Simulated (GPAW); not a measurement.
**How MgS (Niningerite) absorbs and reflects light**

Wanted: where MgS (Niningerite) starts to absorb, how strongly, and its refractive index.

Method: DFT, LDA, plane-wave PAW (GPAW data sets), scalar-relativistic, RPA, optical limit, in GPAW 26.7.0.

## (1) Starting point

Symmetry: Fm-3m, No. 225, cubic system. The conventional cell has a = 5.203 Å, b = 5.203 Å, c = 5.203 Å, α = 90.00°, β = 90.00°, γ = 90.00°. Nearest to S lie 6 Mg at 2.60 Å. Nearest to Mg lie 6 S at 2.60 Å. Farther neighbours and most contacts between anions are not listed.

As a file:

```cif
data_structure
_symmetry_space_group_name_H-M 'P 1'
_symmetry_Int_Tables_number 1
_cell_length_a 3.6793
_cell_length_b 3.6793
_cell_length_c 3.6793
_cell_angle_alpha 60.000
_cell_angle_beta 60.000
_cell_angle_gamma 60.000
_cell_volume 35.22
loop_
_atom_site_label
_atom_site_type_symbol
_atom_site_fract_x
_atom_site_fract_y
_atom_site_fract_z
_atom_site_occupancy
S1 S 0.50000 0.50000 0.50000 1
Mg2 Mg 0.00000 0.00000 0.00000 1
```

## (2) Ground state

First the ground state: is it a metal or has it a gap?

This step: DFT, LDA, plane-wave PAW (GPAW data sets), scalar-relativistic, ground state (GPAW 26.7.0).

File gs.py:

```python
from ase import Atoms
from ase.dft.bandgap import bandgap
from gpaw import GPAW, PW, FermiDirac

atoms = Atoms(['S', 'Mg'],
              cell=[[0.000000000000, 2.601650000000, 2.601650000000],
                    [2.601650000000, 0.000000000000, 2.601650000000],
                    [2.601650000000, 2.601650000000, 0.000000000000]],
              scaled_positions=[[0.500000000000, 0.500000000000, 0.500000000000],
                                [0.000000000000, 0.000000000000, 0.000000000000]],
              pbc=[True, True, True])
atoms.calc = GPAW(mode=PW(400), xc='LDA', kpts={'size': (7, 7, 7), 'gamma': True},
                  occupations=FermiDirac(0.05), maxiter=150, txt='gs.txt')
print('energy (eV)', atoms.get_potential_energy())
print('Fermi level (eV)', atoms.calc.get_fermi_level())
print('valence electrons', atoms.calc.get_number_of_electrons())
print('gap (eV)', bandgap(atoms.calc, output=None)[0])
print('direct gap (eV)', bandgap(atoms.calc, direct=True, output=None)[0])
atoms.calc.write('gs.gpw')
```

On the command line:

```sh
OMP_NUM_THREADS=1 python gs.py
```

Numbers of over 12 decimals in the logs are rounded to 6 here.

Log:

```text
__  _  _
 | _ |_)|_||  |
 |__||  | ||/\| - 26.7.0

Versions:
  Python: 3.12.14
  ASE:    3.29.0
  Numpy:  2.5.5
  Scipy:  1.18.1
  Libxc:  7.0.0

Input parameters:
  mode=PW(ecut=400.0),
  kpts=MonkhorstPack(size=(7, 7, 7), gamma=True),
  maxiter=150,
  occupations=Occupations(name='fermi-dirac', width=0.05, fixmagmom=False),
  xc=XC(name='LDA')

Diagonalizing LCAO Hamiltonian
Converting LCAO to pw mode

               S

       Mg

Atoms  # Å, Bohr magnetons
|   | symbol |        x |        y |        z |    initial magnetic moments |
| 0 |      S | 2.601650 | 2.601650 | 2.601650 | ( 0.0000,  0.0000,  0.0000) |
| 1 |     Mg | 0.000000 | 0.000000 | 0.000000 | ( 0.0000,  0.0000,  0.0000) |

Unit cell  # Å
| periodic |        x |        y |        z |  lengths |    angles |
|      yes | 0.000000 | 2.601650 | 2.601650 | 3.679289 | 60.000000 |
|      yes | 2.601650 | 0.000000 | 2.601650 | 3.679289 | 60.000000 |
|      yes | 2.601650 | 2.601650 | 0.000000 | 3.679289 | 60.000000 |

Number of symmetries: 48
Symmetry operations  # r_c * U_cc + t_c -> r_c
|    | kind |            matrix            |
|  0 |  σ   |  1, 0, 0,  1, 0,-1,  1,-1, 0 |
|  1 |  C2  |  1, 0, 0,  1,-1, 0,  1, 0,-1 |
|  2 |  E   |  1, 0, 0,  0, 1, 0,  0, 0, 1 |
|  3 |  σ   |  1, 0, 0,  0, 0, 1,  0, 1, 0 |
|  4 |  C4  |  1, 0,-1,  1, 0, 0,  1,-1, 0 |
|  5 |  S6  |  1, 0,-1,  1,-1, 0,  1, 0, 0 |
|  6 |  σ   |  1, 0,-1,  0, 1,-1,  0, 0,-1 |
|  7 |  C3  |  1, 0,-1,  0, 0,-1,  0, 1,-1 |
|  8 |  S6  |  1,-1, 0,  1, 0, 0,  1, 0,-1 |
|  9 |  C4  |  1,-1, 0,  1, 0,-1,  1, 0, 0 |
| 10 |  C3  |  1,-1, 0,  0,-1, 1,  0,-1, 0 |
| 11 |  σ   |  1,-1, 0,  0,-1, 0,  0,-1, 1 |
| 12 |  σ   |  0, 1, 0,  1, 0, 0,  0, 0, 1 |
| 13 |  C4  |  0, 1, 0,  0, 1,-1, -1, 1, 0 |
| 14 |  C3  |  0, 1, 0,  0, 0, 1,  1, 0, 0 |
| 15 |  S6  |  0, 1, 0, -1, 1, 0,  0, 1,-1 |
| 16 |  C2  |  0, 1,-1,  1, 0,-1,  0, 0,-1 |
| 17 |  σ   |  0, 1,-1,  0, 1, 0, -1, 1, 0 |
| 18 |  S4  |  0, 1,-1,  0, 0,-1,  1, 0,-1 |
| 19 |  C4  |  0, 1,-1, -1, 1, 0,  0, 1, 0 |
| 20 |  C3  |  0, 0, 1,  1, 0, 0,  0, 1, 0 |
| 21 |  σ   |  0, 0, 1,  0, 1, 0,  1, 0, 0 |
| 22 |  S6  |  0, 0, 1,  0,-1, 1, -1, 0, 1 |
| 23 |  C4  |  0, 0, 1, -1, 0, 1,  0,-1, 1 |
| 24 |  S4  |  0, 0,-1,  1, 0,-1,  0, 1,-1 |
| 25 |  C3  |  0, 0,-1,  0, 1,-1,  1, 0,-1 |
| 26 |  C2  |  0, 0,-1,  0,-1, 0, -1, 0, 0 |
| 27 |  S6  |  0, 0,-1, -1, 0, 0,  0,-1, 0 |
| 28 |  S4  |  0,-1, 1,  1,-1, 0,  0,-1, 0 |
| 29 |  C4  |  0,-1, 1,  0, 0, 1, -1, 0, 1 |
| 30 |  C2  |  0,-1, 1,  0,-1, 0,  1,-1, 0 |
| 31 |  σ   |  0,-1, 1, -1, 0, 1,  0, 0, 1 |
| 32 |  C3  |  0,-1, 0,  1,-1, 0,  0,-1, 1 |
| 33 |  S6  |  0,-1, 0,  0, 0,-1, -1, 0, 0 |
| 34 |  S4  |  0,-1, 0,  0,-1, 1,  1,-1, 0 |
| 35 |  C2  |  0,-1, 0, -1, 0, 0,  0, 0,-1 |
| 36 |  C2  | -1, 1, 0,  0, 1, 0,  0, 1,-1 |
| 37 |  S6  | -1, 1, 0,  0, 1,-1,  0, 1, 0 |
| 38 |  S4  | -1, 1, 0, -1, 0, 1, -1, 0, 0 |
| 39 |  C3  | -1, 1, 0, -1, 0, 0, -1, 0, 1 |
| 40 |  S6  | -1, 0, 1,  0, 0, 1,  0,-1, 1 |
| 41 |  C2  | -1, 0, 1,  0,-1, 1,  0, 0, 1 |
| 42 |  C3  | -1, 0, 1, -1, 1, 0, -1, 0, 0 |
| 43 |  S4  | -1, 0, 1, -1, 0, 0, -1, 1, 0 |
| 44 |  C2  | -1, 0, 0,  0, 0,-1,  0,-1, 0 |
| 45 |  i   | -1, 0, 0,  0,-1, 0,  0, 0,-1 |
| 46 |  σ   | -1, 0, 0, -1, 1, 0, -1, 0, 1 |
| 47 |  C2  | -1, 0, 0, -1, 0, 1, -1, 1, 0 |

BZ-sampling:
  Number of BZ points: 343
  Number of IBZ points: 20

  Monkhorst-Pack size: [7, 7, 7]
  Monkhorst-Pack shift: [0, 0, 0]

K-points  # in reciprocal-cell coordinates
|     |                                coordinates |     weight |
|   0 | (  0.00000000,   0.00000000,   0.00000000) | 0.00291545 |
|   1 | (  0.14285714,   0.14285714,   0.00000000) | 0.01749271 |
|   2 | (  0.14285714,   0.14285714,   0.14285714) | 0.02332362 |
|   3 | (  0.28571429,   0.14285714,   0.14285714) | 0.03498542 |
|   4 | (  0.28571429,   0.28571429,   0.00000000) | 0.01749271 |
|   5 | (  0.28571429,   0.28571429,   0.14285714) | 0.06997085 |
|   6 | (  0.28571429,   0.28571429,   0.28571429) | 0.02332362 |
|   7 | (  0.42857143,  -0.28571429,  -0.28571429) | 0.03498542 |
|   8 | (  0.42857143,   0.28571429,  -0.42857143) | 0.13994169 |
|   9 | (  0.42857143,   0.28571429,  -0.28571429) | 0.06997085 |
| ... |                                            |            |
|  19 | (  0.42857143,   0.42857143,   0.42857143) | 0.02332362 |

Plane wave coefficients: 648
Cutoff: 400.0 eV

Spin-components: 1 (collinear spins)
Bands:           12
Projectors:      10
Spin-degeneracy: 2
Datatype:        complex128

Parallelization:
  kpt:    1
  domain: 1
  band:   1

Density:
  Valence electrons: 16.0
  Components: 1
  Grid points: [18 18 18]
  Charge: 0.0  # |e|

Potential:
  Grid points: [18 18 18]

species:
  S:
    name:    Sulfur
    id:
    Z:       16.0
    valence: 6
    core:    10
    charge:  0.0  # [|e|]
    compensation charges:
      type: gauss
      rc: 0.24  # [Å]
      lmax: 2
    cutoffs:
      filter: 1.77  # [Å]
      core: 1.66  # [Å]
    projectors
    | kind |    occ | energy [eV] | rcut [Å] |
    |   3s |  2.000 |     -17.278 |    0.974 |
    |   3p |  4.000 |      -7.106 |    0.979 |
    |    s |        |       9.933 |    0.974 |
    |    p |        |      20.105 |    0.979 |
    |    d |        |       0.000 |    0.900 |

    Using partial waves for S as LCAO basis

  Mg:
    name:    Magnesium
    id:
    Z:       12.0
    valence: 10
    core:    2
    charge:  0.0  # [|e|]
    compensation charges:
      type: gauss
      rc: 0.33  # [Å]
      lmax: 2
    cutoffs:
      filter: 1.86  # [Å]
      core: 0.54  # [Å]
    projectors
    | kind |    occ | energy [eV] | rcut [Å] |
    |   2s |  2.000 |     -79.291 |    1.090 |
    |   3s |  2.000 |      -4.782 |    1.090 |
    |   2p |  6.000 |     -46.725 |    1.085 |
    |   3p |  0.000 |      -1.374 |    1.085 |
    |    d |        |       0.000 |    1.037 |

    Using partial waves for Mg as LCAO basis

Reference energy: -16251.813960  # eV

eigensolver:
  PPCG
  Converge bands: occupied
  niter=2

density mixing:
  MSR1-Mixer
  Pratt-step length: 0.05
  Maximum mixing coefficient: 0.75
  Old densities: 10
  SVD Regularization: 0.005
  Good broyden scale: 1.0
  Trust region scale: 1.0
  Backstep threshold: 4.0
  History deletion threshold: 6.0
  Fourier metric: weight=20.0, sigma=0.015

occupation numbers:
  Fermi-Dirac:
    width: 0.0500  # eV

poisson solver:
  ecut: 3200.0  # eV

xc functional:
  name: None

convergence criteria:
- Maximum [total energy] change in last 3 cyles: 0.0005 eV / valence electron
- Maximum integral of absolute [dens]ity change: 0.0001 electrons / valence electron
- Maximum integral of absolute [eigenst]ate change: 4e-08 eV^2 / valence electron
maximum number of iterations: 150

SCF iterations
|iter     |      energy | eigst |  dens |
|iter:   1||   -9.890837 | -0.32 |       |
|iter:   2||   -9.821656 | -2.62 | -1.15 |
|iter:   3||   -9.537646 | -1.55 | -1.19 |
|iter:   4||   -9.536995 | -3.22 | -1.80 |
|iter:   5||   -9.537068c| -4.20 | -2.22 |
|iter:   6||   -9.537074c| -6.07 | -3.50 |
|iter:   7||   -9.537075c| -7.22 | -3.97 |
|iter:   8||   -9.537075c| -8.64c| -4.85c|

Converged in 8 steps
SCF loop duration: 3.241 s (0.405 s/step)
Energy contributions relative to reference atoms: (reference = -16251.813960)

Energy contributions:
  Kinetic:           6.485937
  Coulomb:          -5.263553
  Zero:             -0.051336
  External:          0.000000
  Xc:              -10.708122
  Entropy:          -0.000000
  Spinorbit:         0.000000
  ----------------------------
  Free energy:      -9.537075
  Extrapolated:     -9.537075

dipole moment: (-7.523798, -7.523798, -7.523798)  # |e|*Ang

Fermi level: 5.624
Eigenvalues  # (at kpt = [0.000, 0.000, 0.000])
| band index |      eig [eV] | occ [0-2] |
|          0 |       -69.675 |     2.000 |
|          1 |       -37.109 |     2.000 |
|          2 |       -37.109 |     2.000 |
|          3 |       -37.109 |     2.000 |
|          4 |        -8.215 |     2.000 |
|          5 |         4.432 |     2.000 |
|          6 |         4.432 |     2.000 |
|          7 |         4.432 |     2.000 |
|          8 |         7.920 |     0.000 |
|          9 |        12.236 |     0.000 |
|         10 |        17.392 |     0.000 |
|         11 |        17.392 |     0.000 |

Gap: 2.781 eV
Transition (v -> c):
  (s=0, k=0, n=7, [0.00, 0.00, 0.00]) -> (s=0, k=16, n=8, [0.43, 0.43, 0.00])
Direct/indirect transitions are different
Direct gap: 3.487 eV
Transition at: (s=0, k=0, n=7, [0.00, 0.00, 0.00])

--- standard output ---
energy (eV) -9.537075
Fermi level (eV) 5.624183
valence electrons 16.0
gap (eV) 2.780553
direct gap (eV) 3.487102
```

Elapsed: 4.8 s, on 1 thread of Arm Neoverse V1, shared host; peak memory 0.12 GiB.

Read-outs, printed or worked out from the files:

* energy: -9.537 eV
* Fermi energy: 5.624 eV
* gap on the k-mesh: 2.781 eV
* direct gap on the mesh: 3.487 eV
* electrons: 16

There is a gap, 2.78 eV on this mesh (points off the mesh can give less), so no carriers' term is needed.

## (3) Bands for the response

At the fixed density, many empty bands are solved on the mesh of the response, since the spectrum sums over them.

This step: DFT, LDA, plane-wave PAW (GPAW data sets), scalar-relativistic, bands at fixed density (GPAW 26.7.0).

File nscf.py:

```python
from ase.dft.bandgap import bandgap
from gpaw import GPAW, FermiDirac

calc = GPAW('gs.gpw').fixed_density(kpts={'size': (13, 13, 13), 'gamma': True}, nbands=34, convergence={'bands': 28},
                                    occupations=FermiDirac(0.001), txt='nscf.txt')
print('gap (eV)', bandgap(calc, output=None)[0])
print('direct gap (eV)', bandgap(calc, direct=True, output=None)[0])
print('top band over the Fermi level (eV)', min(calc.get_eigenvalues(kpt=k)[27] for k in range(len(calc.get_ibz_k_points()))) - calc.get_fermi_level())
calc.write('full.gpw', mode='all')
```

On the command line:

```sh
OMP_NUM_THREADS=1 python nscf.py
```

Log:

```text
Diagonalizing LCAO Hamiltonian
Converting LCAO to pw mode
convergence criteria:
- Maximum integral of absolute [eigenst]ate change: 4e-08 eV^2 / valence electron
maximum number of iterations: 150

SCF iterations
|iter     |      energy | eigst |  dens |
|iter:   1||             | +3.10 |       |
|iter:   2||             | +1.47 |       |
|iter:   3||             | -0.35 |       |
|iter:   4||             | -1.86 |       |
|iter:   5||             | -3.49 |       |
|iter:   6||             | -4.84 |       |
|iter:   7||             | -6.27 |       |
|iter:   8||             | -7.16 |       |
|iter:   9||             | -7.80c|       |
SCF steps: 9
  __  _  _
 | _ |_)|_||  |
 |__||  | ||/\| - 26.7.0

Versions:
  Python: 3.12.14
  ASE:    3.29.0
  Numpy:  2.5.5
  Scipy:  1.18.1
  Libxc:  7.0.0

Input parameters:
  mode=PW(ecut=400.0),
  convergence={'bands': 28},
  gpts=array([18, 18, 18]),
  kpts=MonkhorstPack(size=(13, 13, 13), gamma=True),
  maxiter=150,
  nbands=34,
  occupations=Occupations(name='fermi-dirac', width=0.001, fixmagmom=False),
  parallel={},
  xc=XC(name='LDA')

--- standard output ---
gap (eV) 2.628352
direct gap (eV) 3.487102
top band over the Fermi level (eV) 28.312723
```

The job ended after 39 s (1 thread; peak memory 0.17 GiB).

This step gave:

```
gap on the k-mesh : 2.628 eV
```

## (4) Dielectric function, RPA

Local fields let the induced charge screen the field inside the cell, which as a rule lowers ε, most along directions where the density is uneven.

This step: DFT, LDA, plane-wave PAW (GPAW data sets), scalar-relativistic, RPA, optical limit (GPAW 26.7.0).

File df.py:

```python
from gpaw.response.df import DielectricFunction

df = DielectricFunction('full.gpw', frequencies={'type': 'nonlinear', 'domega0': 0.03, 'omega2': 8},
                        ecut=80,
                        eta=0.1,
                        nbands=28,
                        txt='df.txt')
for direction in ['x']:
    df.get_dielectric_function(xc='RPA', direction=direction, filename=f'df_{direction}.csv')
```

On the command line:

```sh
OMP_NUM_THREADS=1 python df.py
```

Log:

```text
Using integrator: PointIntegrator
NonLinearFrequencyDescriptor(from 0.000 to 109.149 eV, 548 points)
Nonperiodic BCs:  [False False False]
Using integrator: PointIntegrator
NonLinearFrequencyDescriptor(from 0.000 to 109.149 eV, 548 points)
Nonperiodic BCs:  [False False False]

Calculating chi0 body with:
    Ground state adapter containing:
    Number of spins: 1
    Number of kpoints: 2197
    Number of irreducible kpoints: 84
    Number of completely occupied states: 8
    Number of partially occupied states: 8

    Linear response parametrization:
    q_c: [0.0, 0.0, 0.0]
    Number of frequency points: 548
    Planewave cutoff: 80.0
    Number of bands: 28
    Number of planewaves: 59
    Broadening (eta): 0.1

Integrating chi0 body.

Symmetries of q_c:
    Direct symmetries (Uq -> q): 48
    Indirect symmetries (TUq -> q): 0
In total 48 allowed symmetries.

84 groups of equivalent kpoints. 96.176604% reduction.

Integral kind: spectral function

Calculating chi0 optical extensions with:
    Ground state adapter containing:
    Number of spins: 1
    Number of kpoints: 2197
    Number of irreducible kpoints: 84
    Number of completely occupied states: 8
    Number of partially occupied states: 8

    Linear response parametrization:
    Number of frequency points: 548
    Planewave cutoff: 80.0
    Number of bands: 28
    Number of planewaves: 59
    Broadening (eta): 0.1
Integrating chi0 head and wings.

Symmetries of q_c:
    Direct symmetries (Uq -> q): 48
    Indirect symmetries (TUq -> q): 0
In total 48 allowed symmetries.

84 groups of equivalent kpoints. 96.176604% reduction.

Integral kind: spectral function wings
```

Elapsed: 8.8 s, on 1 thread; peak memory 0.28 GiB.

Read-outs, printed or worked out from the files:

| Item | Value |
| --- | --- |
| electronic dielectric constant ε∞, mean over x, y and z (by symmetry where fewer were run) | 5.219 |
| main peak of Im epsilon, first axis | 6.003 eV |
| centre of weight of the strongest loss peak in the window | 17.54 eV |

(Continued in part 2 of 2.)

[Machine, clock and banner lines and Python warnings are left out of the logs.]

[Logs are printed without paths, hosts, clocks, repeated set-up lines and the standing remarks that a program may print on its own settings, such as how far it seeks lower states.]

[Hosts, paths, dates, database ids (printed as entryN), source tags and the programs' standing remarks are cut or masked in the printed files.]
